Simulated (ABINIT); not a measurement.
# CdSe (F-43m): G0W0 with ABINIT, start to end

How does a plane-wave GW calculation on CdSe (F-43m) run from the first input to the gap?

Program: ABINIT 10.8.3. Level of theory: LDA and many-body steps on it, plane waves. Values are calculated unless marked as measured.

**What was measured.**

- Gap 1.69 ± 0.02 eV: direct gap from (alpha E)^2 extrapolation; spectroscopic ellipsometry; 300 K; film (fully relaxed MBE film, 304 nm) on GaAs(100) (“Band gap bowing of binary alloys: Experimental results compared to theoretical tight-binding supercell calculations for CdZnSe”, 2010, arxiv:1007.2297).

### Step 1. The structure

It takes space group F-43m (No. 216, cubic). Conventional cell: a = 6.141 Å, b = 6.141 Å, c = 6.141 Å, α = 90.00°, β = 90.00°, γ = 90.00°. Nearest to Cd lie 4 Se at 2.66 Å. Nearest to Se lie 4 Cd at 2.66 Å. Farther neighbours, and contacts between anions beyond the nearest, are not listed.

The cell and positions are those that the Materials Project relaxed with its own functionals (PBE, PBE+U or r2SCAN), kept fixed.

### Step 2. Ground state

This step: ABINIT 10.8.3; DFT, LDA, plane waves, norm-conserving pseudopotentials.

The ground-state density comes first.

run.abi

```
acell 3*1.0 Angstrom
rprim 
  -0.000000000000 3.070271198600 3.070271198600
  3.070271198600 -0.000000000000 3.070271198600
  3.070271198600 3.070271198600 -0.000000000000
ntypat 2
znucl 48 34
natom 2
typat 1 2
xred 
  0.000000000000 0.000000000000 0.000000000000
  0.750000000000 0.750000000000 0.750000000000
pp_dirpath "pseudos"
pseudos "Cd.upf, Se.upf"
ecut 48
ngkpt 6 6 6
nshiftk 1
shiftk 0 0 0
kptopt 1
chksymbreak 0
nband 27
occopt 1
tolvrs 1e-10
nstep 60
prtwf 0
indata_prefix "in"
outdata_prefix "out"
tmpdata_prefix "tmp"
```

Run with:

```console
OMP_NUM_THREADS=1 mpirun -n 8 abinit run.abi > log
```

The log of the run:

```text
.Version 10.8.3 of ABINIT. v10.8.2 released Aug 2026.

 Symmetries : space group F-4 3 m (#216); Bravais cF (face-center cubic)
================================================================================
 Values of the parameters that define the memory need of the present run
     intxc =       0    ionmov =       0      iscf =       7    lmnmax =       6
     lnmax =       6     mgfft =      54  mpssoang =       3    mqgrid =    3001
     natom =       2  nloc_mem =       1    nspden =       1   nspinor =       1
    nsppol =       1      nsym =      24    n1xccc =    2501    ntypat =       2
    occopt =       1   xclevel =       1
-    mband =          27        mffmem =           1         mkmem =           2
       mpw =        6233          nfft =      157464          nkpt =          16
================================================================================
  Rough estimation (10% accuracy) of disk space for files :
================================================================================

--------------------------------------------------------------------------------
------------- Echo of variables that govern the present computation ------------
--------------------------------------------------------------------------------
 -outvars: echo values of preprocessed input variables --------
            acell      1.8897261259E+00  1.8897261259E+00  1.8897261259E+00 Bohr

      chksymbreak           0
             ecut      4.80000000E+01 Hartree
-          fftalg         312

              ixc       -1012
              kpt      0.00000000E+00  0.00000000E+00  0.00000000E+00
                       1.66666667E-01  0.00000000E+00  0.00000000E+00
                       3.33333333E-01  0.00000000E+00  0.00000000E+00
                       5.00000000E-01  0.00000000E+00  0.00000000E+00
                       1.66666667E-01  1.66666667E-01  0.00000000E+00
                       3.33333333E-01  1.66666667E-01  0.00000000E+00
                       5.00000000E-01  1.66666667E-01  0.00000000E+00
                      -3.33333333E-01  1.66666667E-01  0.00000000E+00
                      -1.66666667E-01  1.66666667E-01  0.00000000E+00
   [... 5 further rows ...]
                      -3.33333333E-01  3.33333333E-01  1.66666667E-01
                      -3.33333333E-01  5.00000000E-01  1.66666667E-01
         kptrlatt        6    0    0      0    6    0      0    0    6
          kptrlen      4.92313624E+01
P           mkmem           2
            natom           2
            nband          27
            ngfft          54      54      54
             nkpt          16
            nstep          60
             nsym          24
           ntypat           2
              occ      2.000000  2.000000  2.000000  2.000000  2.000000  2.000000
                       2.000000  2.000000  2.000000  2.000000  2.000000  2.000000
                       2.000000  2.000000  2.000000  2.000000  2.000000  2.000000
                       2.000000  2.000000  2.000000  2.000000  0.000000  0.000000
[...]
prtwf           0
            rprim     -0.0000000000E+00  3.0702711986E+00  3.0702711986E+00
[...]
spgroup         216

           tolvrs      1.00000000E-10

             xred      0.0000000000E+00  0.0000000000E+00  0.0000000000E+00
[...]
znucl       48.00000   34.00000

================================================================================

 chkinp: Checking input parameters for consistency.

================================================================================
== DATASET  1 ==================================================================
-   mpi_nproc: 8, omp_nthreads: 1 (-1 if OMP is not activated)

--- !DatasetInfo
iteration_state: {dtset: 1, }
dimensions: {natom: 2, nkpt: 16, mband: 27, nsppol: 1, nspinor: 1, nspden: 1, mpw: 6233, }
cutoff_energies: {ecut:  48.0, pawecutdg:  -1.0, }
electrons: {nelect:   4.40000000E+01, charge:   0.00000000E+00, occopt:   1.00000000E+00, tsmear:   1.00000000E-02, }

 Real(R)+Recip(G) space primitive vectors, cartesian coordinates (Bohr,Bohr^-1):
 R(1)=  0.0000000  5.8019717  5.8019717  G(1)= -0.0861776  0.0861776  0.0861776
 R(2)=  5.8019717  0.0000000  5.8019717  G(2)=  0.0861776 -0.0861776  0.0861776
 R(3)=  5.8019717  5.8019717  0.0000000  G(3)=  0.0861776  0.0861776 -0.0861776
 Unit cell volume ucvol=  3.9062210E+02 bohr^3
 Angles (23,13,12)=  6.00000000E+01  6.00000000E+01  6.00000000E+01 degrees

 getcut: wavevector=  0.0000  0.0000  0.0000  ngfft=  54  54  54
         ecut(hartree)=     48.000   => boxcut(ratio)=   2.11089

--- Pseudopotential description ------------------------------------------------
- Cd Generated using ONCVPSP code by D. R. Hamann
- 48.00000  20.00000  180309                  znucl, zion, pspdat
12 -1012 2 -1 1336                            pspcod,pspxc,lmax,lloc,mmax
     nproj     2     2     2
  pspatm : epsatm=   23.37058476
         --- l  ekb(1:nproj) -->
[...]
pspatm: atomic psp has been read  and splines computed

- Se Generated using ONCVPSP code by D. R. Hamann
- 34.00000  24.00000  180309                  znucl, zion, pspdat
12 -1012 2 -1 1198                            pspcod,pspxc,lmax,lloc,mmax
     nproj     2     2     2
  pspatm : epsatm=   25.89836092
         --- l  ekb(1:nproj) -->
[...]
pspatm: atomic psp has been read  and splines computed

   2.16783361E+03                                ecore*ucvol(ha*bohr**3)
--------------------------------------------------------------------------------

_setup2: Arith. and geom. avg. npw (full set) are    6205.468    6205.452

================================================================================

--- !BeginCycle
iteration_state: {dtset: 1, }
solver: {iscf: 7, nstep: 60, nline: 4, wfoptalg: 0, }
tolerances: {tolvrs: 1.00E-10, }

     iter   Etot(hartree)      deltaE(h)  residm     vres2
 ETOT  1  -503.18835058950    -5.032E+02 1.729E+01 1.604E+04
 ETOT  2  -513.87700720450    -1.069E+01 6.681E-01 2.255E+04
 ETOT  3  -516.32572184799    -2.449E+00 6.449E-01 4.431E+03
 ETOT  4  -516.61961907921    -2.939E-01 1.120E-01 1.704E+03
 ETOT  5  -516.68807543667    -6.846E-02 4.479E-03 1.064E+03
 ETOT  6  -516.77621382497    -8.814E-02 1.291E-03 2.447E+02
 ETOT  7  -516.79865277340    -2.244E-02 1.142E-03 3.842E+01
 ETOT  8  -516.80300891242    -4.356E-03 1.733E-04 1.173E-01
 ETOT  9  -516.80286854560     1.404E-04 9.191E-05 1.423E+00
 ETOT 10  -516.80302220374    -1.537E-04 1.034E-04 1.005E-04
 ETOT 11  -516.80302233044    -1.267E-07 9.557E-05 1.432E-06
 ETOT 12  -516.80302233084    -3.988E-10 4.778E-05 2.132E-06
 ETOT 13  -516.80302233104    -1.978E-10 5.958E-05 7.675E-07
 ETOT 14  -516.80302233109    -5.809E-11 1.605E-04 1.317E-08
 ETOT 15  -516.80302233109     3.297E-12 4.177E-05 3.647E-10
 ETOT 16  -516.80302233110    -9.436E-12 2.713E-05 3.192E-11

 At SCF step   16       vres2   =  3.19E-11 < tolvrs=  1.00E-10 =>converged.

 Cartesian components of stress tensor (hartree/bohr^3)
  sigma(1 1)=  1.47008634E-04  sigma(3 2)=  0.00000000E+00
  sigma(2 2)=  1.47008634E-04  sigma(3 1)=  0.00000000E+00
  sigma(3 3)=  1.47008634E-04  sigma(2 1)=  0.00000000E+00

--- !ResultsGS
iteration_state: {dtset: 1, }
comment   : Summary of ground state results
lattice_vectors:
- [ -0.0000000,   5.8019717,   5.8019717, ]
- [  5.8019717,  -0.0000000,   5.8019717, ]
- [  5.8019717,   5.8019717,  -0.0000000, ]
lattice_lengths: [   8.20523,    8.20523,    8.20523, ]
lattice_angles: [ 60.000,  60.000,  60.000, ] # degrees, (23, 13, 12)
lattice_volume:   3.9062210E+02
convergence: {deltae: -9.436E-12, res2:  3.192E-11, residm:  2.713E-05, diffor: null, }
etotal    :  -5.16803022E+02
entropy   :   0.00000000E+00
fermie    :   1.44164891E-01
cartesian_stress_tensor: # hartree/bohr^3
- [  1.47008634E-04,   0.00000000E+00,   0.00000000E+00, ]
- [  0.00000000E+00,   1.47008634E-04,   0.00000000E+00, ]
- [  0.00000000E+00,   0.00000000E+00,   1.47008634E-04, ]
pressure_GPa:  -4.3251E+00
xred      :
- [  0.0000E+00,   0.0000E+00,   0.0000E+00, Cd]
- [  7.5000E-01,   7.5000E-01,   7.5000E-01, Se]
cartesian_forces: # hartree/bohr
- [  3.62571414E-31,  -1.45028565E-30,  -3.62571414E-31, ]
- [ -3.62571414E-31,   1.45028565E-30,   3.62571414E-31, ]
force_length_stats: {min:   1.53826023E-30, max:   1.53826023E-30, mean:   1.53826023E-30, }

 Integrated electronic density in atomic spheres:
 ------------------------------------------------
 Atom  Sphere_radius  Integrated_density
    1        2.00000         17.15944506
    2        2.00000         21.23551133
================================================================================

 ----iterations are completed or convergence reached----

 Mean square residual over all n,k,spin=   62.815E-09; max=  27.134E-06
 reduced coordinates (array xred) for    2 atoms
       0.000000      0.000000      0.000000
       0.750000      0.750000      0.750000
 rms dE/dt=  1.0015E-29; max dE/dt=  4.2073E-30; dE/dt below (all hartree)
    1       0.000000      0.000000     -0.000000
    2      -0.000000      0.000000     -0.000000

 cartesian coordinates (angstrom) at end:
    1      0.000000     0.000000     0.000000
    2      4.605407     4.605407     4.605407

 cartesian forces (hartree/bohr) at end:
    1      0.000000    -0.000000    -0.000000
    2     -0.000000     0.000000     0.000000
 frms,max,avg= 8.8811496E-31 1.4502857E-30   0.000E+00  0.000E+00  0.000E+00 h/b

 cartesian forces (eV/Angstrom) at end:
    1      0.000000    -0.000000    -0.000000
    2     -0.000000     0.000000     0.000000
 frms,max,avg= 4.5668707E-29 7.4576687E-29   0.000E+00  0.000E+00  0.000E+00 e/A
 length scales=  1.889726  1.889726  1.889726 bohr
              =  1.000000  1.000000  1.000000 angstroms
 prteigrs : about to open file out_EIG
 Fermi (or HOMO) energy (hartree) =   0.14416   Average Vxc (hartree)=  -0.35539
 Eigenvalues (hartree) for nkpt=  16  k points:
 kpt#   1, nband= 27, wtk=  0.00463, kpt=  0.0000  0.0000  0.0000 (reduced coord)
  -7.42900   -5.22531   -5.22531   -5.22531   -3.58147   -2.15388   -2.15388   -2.15388
  -1.57613   -1.57613   -1.57613   -1.57601   -1.57601   -0.31609   -0.14362   -0.14362
  -0.14362   -0.13077   -0.13077    0.14416    0.14416    0.14416    0.15398    0.35740
   0.35740    0.35740    0.48809
 prteigrs : prtvol=0 or 1, do not print more k-points.

--- !EnergyTerms
iteration_state     : {dtset: 1, }
comment             : Components of total free energy in Hartree
kinetic             :  2.072740E+02
hartree             :  2.114147E+02
xc                  : -5.638019E+01
Ewald energy        : -2.259871E+02
psp_core            :  5.549695E+00
local_psp           : -5.742747E+02
non_local_psp       : -8.439946E+01
total_energy        : -5.168030E+02
total_energy_eV     : -1.406293E+04
band_energy         : -8.358609E+01

 Cartesian components of stress tensor (hartree/bohr^3)
  sigma(1 1)=  1.47008634E-04  sigma(3 2)=  0.00000000E+00
  sigma(2 2)=  1.47008634E-04  sigma(3 1)=  0.00000000E+00
  sigma(3 3)=  1.47008634E-04  sigma(2 1)=  0.00000000E+00

-Cartesian components of stress tensor (GPa)         [Pressure= -4.3251E+00 GPa]
- sigma(1 1)=  4.32514334E+00  sigma(3 2)=  0.00000000E+00
- sigma(2 2)=  4.32514334E+00  sigma(3 1)=  0.00000000E+00
- sigma(3 3)=  4.32514334E+00  sigma(2 1)=  0.00000000E+00

== END DATASET(S) ==============================================================
================================================================================

 -outvars: echo values of variables after computation  --------
           etotal     -5.1680302233E+02
            nband          27
             nkpt          16
          spgroup         216
 [... the other variables as echoed above ...]

 Calculation completed.
```

Elapsed: 21 s, on 8 MPI ranks of Arm Neoverse V2, shared host; peak memory 0.76 GiB.

This step gave:

```yaml
total_energy: -14062.9267 eV
gap: 0.2672 eV
k_of_the_valence_top: 0, 0, 0
k_of_the_conduction_bottom: 0, 0, 0
least_direct_gap: 0.2672 eV
pressure: -4.325 GPa
```

The gap is direct, at Γ.

The cutoff was set for levels, not for stress, so the pressure can be off by some GPa.

(Part 1 of 3 ends here.)

[Long decimals in the printed logs are rounded to 6 places.]

[Logs are printed without paths, hosts, clocks, repeated set-up lines and the standing remarks that a program may print on its own settings, such as how far it seeks lower states.]

[Paths, hosts, dates, memory and timing lines, banners, echoed tables and standing remarks are left out of the program output; an Ansatz launch command may be rebuilt from the run's recorded settings. Measured values are a selection of at most five: reports struck by readers or far from the other reports are left out. None is set beside runs whose start may be inverted or whose files or cutoffs have a known fault.]

[Runs of the session that timed out or met a known fault of the program may be left out.]

[Hosts, paths, dates, database ids (printed as entryN), source tags and the programs' standing remarks are cut or masked in the printed files.]

[G0W0 gaps are taken among the corrected bands and points alone; a level outside them can change the order at an edge.]

[Where Ansatz stands beside ABINIT at settings called matched, ABINIT's density can come from a denser mesh and the files from another edition; pairs whose starting gaps differed by over 0.03 eV were left out, so agreement reads better than it is.]
